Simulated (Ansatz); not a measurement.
**Relaxing a frame of liquid (Cs,Na,Li)Br from 1500 K (90 atoms)**

Aim: bring a frame of liquid (Cs,Na,Li)Br from 1500 K (90 atoms) to a nearby minimum of the energy and see what moves.

Method: Kohn-Sham DFT, PBE, PAW (set soft_2), plane waves, in Ansatz 0.2.0.

## (1) The starting structure

The cell holds 90 atoms: 12 Cs, 17 Na, 16 Li and 45 Br. Cell: a = 16.804 Å, b = 16.804 Å, c = 16.804 Å, α = 90.0°, β = 90.0°, γ = 90.0°. 90 atoms (12 Cs, 17 Na, 16 Li, 45 Br) placed at random at 2.67 g/cm³, melted at 1600 K for 10 ps at fixed volume with the Lennard-Jones and Coulomb ion parameters for SPC/E (Joung and Cheatham, J. Phys. Chem. B 112, 9020 (2008)), full charges. Snapshot at the end of a hold of 15 ps at 1500 K and zero pressure.

Limits known from the start: The starting topology of bonds comes from the classical model. The ion parameters were fitted for water, not for melts, so the density of this cell may lie well off the real melt's. Sampling is at Γ alone, for a cell whose shortest periodic width is 17 Å. No spin–orbit coupling is included, so levels derived from the heavy atoms are approximate.

## (2) Single point at the start

A single point comes first, to see the forces before anything moves.

File input.yaml:

```yaml
crystal:
  lattice:
    - [16.80376, 0.0, 0.0]
    - [0.0, 16.80376, 0.0]
    - [0.0, 0.0, 16.80376]
  atoms:
    - { symbol: Cs, position: [0.39075, 0.97882, 0.52364] }
    - { symbol: Cs, position: [0.36606, 0.81269, 0.26767] }
    - { symbol: Cs, position: [0.07167, 0.27477, 0.01987] }
    - { symbol: Cs, position: [0.63078, 0.25629, 0.48776] }
    [... 80 atom lines left out ...]
    - { symbol: Br, position: [0.23694, 0.55161, 0.21592] }
    - { symbol: Br, position: [0.08667, 0.0797, 0.07932] }
    - { symbol: Br, position: [0.01687, 0.33108, 0.59905] }
    - { symbol: Br, position: [0.54331, 0.19962, 0.15329] }
    - { symbol: Br, position: [0.36956, 0.58798, 0.75042] }
    - { symbol: Br, position: [0.54539, 0.86266, 0.59407] }
kpoints:
  mp_grid: { grid: [1, 1, 1] }
hamiltonian:
  xc: pbe
scf:
  occupations: { method: fixed }
output:
  forces: true
  stress: true
  populations: intrinsic
  dos:
    method: { smearing: { sigma: 0.08 } }
    de: 0.1
    projected: { site_lists: { Br: [Br], Cs: [Cs], Li: [Li], Na: [Na] } }
  eigenvalues: true
```

Command:

```
$ ansatz run input.yaml --threads 4 --pin off --max-ram 8192MiB --backend cpu --events-out ev --progress --plain --runs-dir out
```

It took 53 s on 4 threads of Arm Neoverse V2, shared host; peak memory 5.4 GiB; 3.5 min of CPU time.

Read from the output:

| Property | Result |
| --- | --- |
| free energy | -221960.0243 eV |
| free energy per atom | -2466.2225 eV/atom |
| SCF cycles | 7 |
| pressure | -0.3004 GPa |
| r.m.s. force component | 0.3707 eV/Å |
| longest force | 1.973 eV/Å |
| Fermi energy | -0.6817 eV |
| gap (highest filled to lowest empty level) | 2.333 eV |

The r.m.s. force component of 0.37 eV/Å and the pressure of -0.30 GPa set the starting point.

Length of the force by element:

```csv
element,coordination,atoms,mean length of the force (eV/Å),spread,least,most
Br,all,45,0.615,0.348,0.0775,1.97
Cs,all,12,0.641,0.394,0.161,1.39
Li,all,16,0.515,0.148,0.302,0.830
Na,all,17,0.403,0.169,0.174,0.740
```

## (3) Relaxation

The atoms are relaxed in the fixed cell, aiming at the force tolerance of the input.

input.yaml, the sections that differ from step 2:

```yaml
output:
  forces: true
relax:
  f_tol: 0.05
  max_steps: 94
# crystal, kpoints, hamiltonian, scf: as in step 2
```

Run time: 16 min. Hardware: 4 threads; peak memory 4.9 GiB.

Relaxation path (22 of 35):

```csv
step,energy less that of the first step (eV),largest force component (eV/Å)
1,0.0000,1.4457
3,-6.3817,0.4082
4,-8.0775,0.2760
6,-9.7612,0.2419
7,-10.2879,0.1601
9,-11.1816,0.2304
11,-11.7537,0.0950
12,-11.9842,0.0713
14,-12.3753,0.1957
16,-12.6207,0.0970
17,-12.6999,0.0806
19,-12.8134,0.0580
20,-12.8609,0.0514
22,-12.9667,0.0706
24,-13.1326,0.0739
25,-13.2108,0.0715
27,-13.3631,0.1218
29,-13.4871,0.1180
30,-13.5415,0.0564
32,-13.6181,0.1875
33,-13.6481,0.0563
35,-13.6914,0.0421
```

The atoms that moved most (Å):

```csv
atom,dx,dy,dz,length
Br59,2.940,-0.031,1.212,3.180
Cs2,-2.660,-1.155,1.216,3.145
Na27,-1.007,2.702,-1.040,3.066
Na19,1.860,1.514,-1.401,2.778
Br69,1.231,0.021,-1.897,2.262
Br75,1.442,-1.571,0.667,2.235
Br78,0.875,2.008,-0.388,2.225
Br73,-0.529,1.987,0.201,2.066
```

The relaxation changed the energy by -152 meV/atom, and atoms moved by 1.4 Å r.m.s., 3.2 Å at most.

## (4) Local order after relaxation

Bonds before and after, by the cutoffs listed below:

```csv
pair,bonds before,bonds after,mean before (Å),mean after (Å),spread before (Å),spread after (Å)
Br-Na,49,64,3.003,2.913,0.198,0.103
Br-Li,50,53,2.649,2.528,0.232,0.087
Br-Cs,45,55,3.496,3.710,0.298,0.161
```

Density 1.99 g/cm³, 52.72 Å³ an atom.

Pair distribution functions g(r), in bins of 0.2 Å:

```csv
r (Å),total,Br-Br,Br-Na,Br-Li,Br-Cs,Na-Na,Na-Li
2.40,2.02,0.00,0.00,11.35,0.00,0.00,0.00
2.60,1.75,0.00,0.00,9.88,0.00,0.00,0.00
2.80,2.04,0.00,10.13,0.68,0.00,0.00,0.00
3.00,1.52,0.00,7.78,0.00,0.00,0.00,0.00
3.20,0.19,0.00,0.75,0.00,0.00,0.00,0.69
3.40,0.08,0.00,0.00,0.00,0.00,0.00,0.00
3.60,1.48,0.00,0.40,0.19,7.36,2.93,3.23
3.80,1.20,0.65,0.00,0.00,5.40,2.75,1.99
4.00,1.08,1.86,0.15,0.32,1.08,2.44,1.75
4.20,1.06,2.57,0.00,0.59,0.21,1.43,1.56
4.40,1.09,2.70,0.00,0.55,0.37,0.00,1.80
4.60,1.03,1.59,0.35,0.50,0.51,1.24,0.66
4.80,0.89,1.54,0.43,0.35,0.31,0.57,1.77
5.00,0.82,1.05,0.29,0.63,0.55,0.54,1.67
5.20,0.97,0.98,0.92,0.68,0.64,1.47,0.52
5.40,0.99,1.03,1.36,0.71,0.60,0.46,0.48
5.60,0.94,0.65,0.95,1.17,0.67,2.90,0.00
5.80,0.79,0.72,0.74,1.25,0.52,0.38,0.62
6.00,0.96,0.78,0.96,2.04,0.78,0.00,0.00
6.20,1.02,0.49,1.02,2.04,1.01,0.34,0.90
6.40,1.07,1.04,0.91,1.54,0.85,0.00,1.02
6.60,0.86,0.47,1.08,0.96,1.44,0.31,0.47
6.80,1.10,1.00,1.67,0.73,1.28,0.56,0.90
7.00,1.12,0.95,1.11,1.39,1.57,0.54,1.14
7.20,0.93,1.07,0.67,1.01,1.21,0.49,1.07
7.40,0.95,0.89,0.72,0.86,1.27,1.20,0.89
7.60,0.82,0.58,1.15,0.63,1.15,0.68,0.95
7.80,0.84,0.93,1.05,0.47,0.57,1.08,1.14
```

Bonds by pair of elements; cutoffs follow the first minimum of g(r), held within bounds set by covalent radii, and pairs that aren't listed don't count as bonded:

```csv
pair A-B,cutoff (Å),bonds,mean length (Å),spread (Å),shortest (Å),B about A,A about B
Br-Na,3.35,64,2.91,0.103,2.74,1.42,3.77
Br-Li,3.18,53,2.53,0.087,2.40,1.18,3.31
Br-Cs,4.28,55,3.71,0.161,3.50,1.22,4.58
```

How many atoms have how many bonded neighbours:

```csv
element,mean,3,4,5,6
Br,3.82,14,25,6,0
Cs,4.58,1,5,4,2
Li,3.31,11,5,0,0
Na,3.77,5,11,1,0
```

Bond angles, per cent of each kind in bins of 5°:

```csv
angle (°),Br-Cs-Br,Br-Na-Br,Cs-Br-Na,Br-Li-Br,Li-Br-Na
55–60,2.9,0.0,0.0,0.0,0.0
60–65,3.9,0.0,0.0,0.0,0.0
65–70,6.8,0.0,1.5,0.0,3.8
70–75,10.7,0.0,2.9,0.0,1.9
75–80,5.8,3.3,4.4,0.0,5.7
80–85,4.9,6.6,8.8,0.0,18.9
85–90,8.7,13.2,13.2,1.6,15.1
90–95,5.8,7.7,14.7,6.3,7.5
95–100,1.9,8.8,5.9,3.2,1.9
100–105,5.8,13.2,4.4,22.2,5.7
105–110,2.9,5.5,2.9,3.2,3.8
110–115,6.8,5.5,7.3,19.0,3.8
115–120,0.0,4.4,5.9,14.3,3.8
120–125,4.9,7.7,5.9,11.1,5.7
125–130,6.8,5.5,2.9,7.9,5.7
130–135,2.9,6.6,0.0,7.9,1.9
135–140,1.9,3.3,2.9,1.6,5.7
140–145,2.9,2.2,5.9,1.6,3.8
145–150,1.0,1.1,0.0,0.0,1.9
150–155,3.9,1.1,4.4,0.0,3.8
155–160,1.0,0.0,1.5,0.0,0.0
160–165,2.9,1.1,1.5,0.0,0.0
165–170,2.9,2.2,2.9,0.0,0.0
170–175,1.9,1.1,0.0,0.0,0.0
```

Bond angles (no mean is given where the spread exceeds 20°):

```csv
angle,count,mean (°),spread (°)
Br-Cs-Br,103,-,-
Br-Na-Br,91,-,-
Cs-Br-Na,68,-,-
Br-Li-Br,63,114,12.4
Li-Br-Na,53,-,-
```

Bond length by coordination (bonds to H left out):

```csv
element,coordination,atoms,mean bond length (Å)
Br,3,14,2.90
Br,4,25,3.05
Br,5,6,3.25
Cs,3,1,3.63
Cs,4,5,3.67
Cs,5,4,3.73
Cs,6,2,3.78
Li,3,11,2.48
Li,4,5,2.61
Na,3,5,2.84
Na,4,11,2.93
Na,5,1,3.00
```

By these cutoffs 56 % of Br atoms have 4, 42 % of Cs atoms have 4, 69 % of Li atoms have 3 and 65 % of Na atoms have 4 bonded neighbours.

## (5) Single point at the relaxed geometry

One more single point at the end of the walk gives the fuller output and checks the residual forces.

File input.yaml:

```yaml
crystal:
  lattice:
    - [16.80376, 0.0, 0.0]
    - [0.0, 16.80376, 0.0]
    - [0.0, 0.0, 16.80376]
  atoms:
    - { symbol: Cs, position: [0.42048, 0.03475, 0.54038] }
    - { symbol: Cs, position: [0.20775, 0.74398, 0.34006] }
    - { symbol: Cs, position: [0.12287, 0.22411, 0.09155] }
    - { symbol: Cs, position: [0.65434, 0.21517, 0.42476] }
    [... 80 atom lines left out ...]
    - { symbol: Br, position: [0.23747, 0.56508, 0.21608] }
    - { symbol: Br, position: [0.07398, 0.03185, 0.1807] }
    - { symbol: Br, position: [0.97918, 0.39317, 0.57659] }
    - { symbol: Br, position: [0.53982, 0.18786, 0.13367] }
    - { symbol: Br, position: [0.35803, 0.60642, 0.7702] }
    - { symbol: Br, position: [0.54567, 0.85774, 0.55253] }
kpoints:
  mp_grid: { grid: [1, 1, 1] }
hamiltonian:
  xc: pbe
scf:
  occupations: { method: fixed }
output:
  forces: true
  stress: true
  populations: true
  dos:
    method: { smearing: { sigma: 0.1 } }
    de: 0.1
    projected: { site_lists: { Br: [Br], Cs: [Cs], Li: [Li], Na: [Na] } }
  eigenvalues: true
  write_density: true
  write_potential: true
  volumetric_format: npy
  elf: true
```

It took 70 s on 4 threads; peak memory 5.4 GiB.

The program notes that the exchange-correlation potential is rough where the density is thin.

Numbers from this run:

| Property | Result |
| --- | --- |
| free energy | -221973.7156 eV |
| free energy per atom | -2466.3746 eV/atom |
| SCF cycles | 7 |
| pressure | -0.3188 GPa |
| r.m.s. force component | 0.00915 eV/Å |
| longest force | 0.05576 eV/Å |
| Fermi energy | -1.265 eV |
| gap (highest filled to lowest empty level) | 3.491 eV |
| spilling of the projection | 0.00393 |

Löwdin charges by element and coordination (they lack the spilled electrons, 0.027 e an atom on average):

```csv
element,coordination,atoms,mean charge (e),spread,least,most
Br,all,45,-0.662,0.0254,-0.735,-0.618
Br,3,14,-0.671,0.0303,-0.735,-0.631
Br,4,25,-0.658,0.0231,-0.706,-0.618
Br,5,6,-0.658,0.0145,-0.685,-0.641
Cs,all,12,0.817,0.0173,0.776,0.836
Cs,3,1,0.836,0,0.836,0.836
Cs,4,5,0.825,0.0092,0.811,0.836
Cs,5,4,0.814,0.0143,0.797,0.834
Cs,6,2,0.795,0.0183,0.776,0.813
Li,all,16,0.660,0.0175,0.628,0.683
Li,3,11,0.671,0.0067,0.660,0.683
Li,4,5,0.636,0.0074,0.628,0.645
Na,all,17,0.698,0.0221,0.650,0.744
Na,3,5,0.723,0.0134,0.703,0.744
Na,4,11,0.692,0.0123,0.679,0.727
Na,5,1,0.650,0,0.650,0.650
```

Density of states as counts of states in windows of 1 eV (from the Fermi level), total and the larger projections:

```csv
from (eV),to (eV),total,Br p,Cs p,Br s
-18,-14,0.0,0.0,0.0,0.0
-14,-13,22.0,0.0,0.0,20.2
-13,-12,66.5,0.0,0.1,62.8
-12,-11,1.5,0.0,0.0,1.4
-11,-8,0.0,0.0,0.0,0.0
-8,-7,47.3,0.4,46.7,0.1
-7,-6,24.7,0.3,24.3,0.1
-6,-3,0.0,0.0,0.0,0.0
-3,-2,12.6,11.2,0.0,0.1
-2,-1,123.0,116.0,0.3,0.3
-1,0,133.3,130.3,0.5,0.1
0,1,1.1,1.1,0.0,0.0
1,3,0.0,0.0,0.0,0.0
3,4,2.0,0.0,0.0,0.3
4,5,27.1,1.6,0.0,1.8
```

With fixed occupations the program's Fermi level is the highest filled level; weight inside the gap is the broadening of levels at its edges.

Between -26 and -18 eV lie 126 more states.

The stored curve holds about 558 of the 624 electrons; the rest, give or take the few that broadening carries across the Fermi level, lie in deeper levels below its range.

The levels nearest the highest filled one (over half full), pooled over k-points and spins:

```csv
level less the highest filled one (eV),occupation
-0.302,2
-0.301,2
-0.268,2
-0.242,2
-0.167,2
0,2
3.49,0
4.17,0
4.21,0
4.28,0
4.34,0
4.42,0
```

Mean Löwdin charges: Br -0.66, Cs +0.82, Li +0.66, Na +0.70 e (they miss 0.39 % of the electrons, so they add up to more than the cell's charge).

## (6) Outcome

```yaml
energy_change_in_the_relaxation: -152.1 meV/atom
r_m_s_displacement: 1.395 Å
largest_displacement: 3.18 Å
free_energy_per_atom: -2466.3746 eV/atom
pressure: -0.3188 GPa
r_m_s_force_component: 0.00915 eV/Å
spacing_of_highest_filled_and_lowest_empty_level: 3.491 eV
wall_time_of_the_3_dft_runs: 18 min
```

**Reading.** Relaxation lowers the energy by 152 meV/atom and moves atoms by 1.4 Å r.m.s.; the r.m.s. force component goes from 0.37 to 0.0092 eV/Å, the pressure goes from -0.30 to -0.32 GPa, and the gap from 2.33 to 3.49 eV. By the final cutoffs 12 of 144 bonded pairs parted and 40 joined. From the first step to the last the energy fell by 13.691 eV, and the largest move was 3.18 Å (Br59, with 1 other atom within 2 % of it). The Br-Cs bonds change most in mean length: from 3.496 Å (spread 0.298) to 3.710 Å (spread 0.161), and their number from 45 to 55. Counting bonds as in the table, 56 % of Br atoms have 4, 42 % of Cs atoms have 4, 69 % of Li atoms have 3 and 65 % of Na atoms have 4 bonded neighbours. The highest filled and lowest empty levels differ by 3.49 eV (at Γ alone); a semilocal functional tends to put such gaps too low. In a disordered cell it changes from sample to sample and from frame to frame.

Caveats: The starting topology of bonds comes from the classical model; in DFT 12 of its 144 bonded pairs passed out of the cutoffs and 40 came within them.

[Logs are printed without paths, hosts, clocks, repeated set-up lines and the standing remarks that a program may print on its own settings, such as how far it seeks lower states.]

[Hosts, paths, dates, database ids (printed as entryN), source tags and the programs' standing remarks are cut or masked in the printed files.]
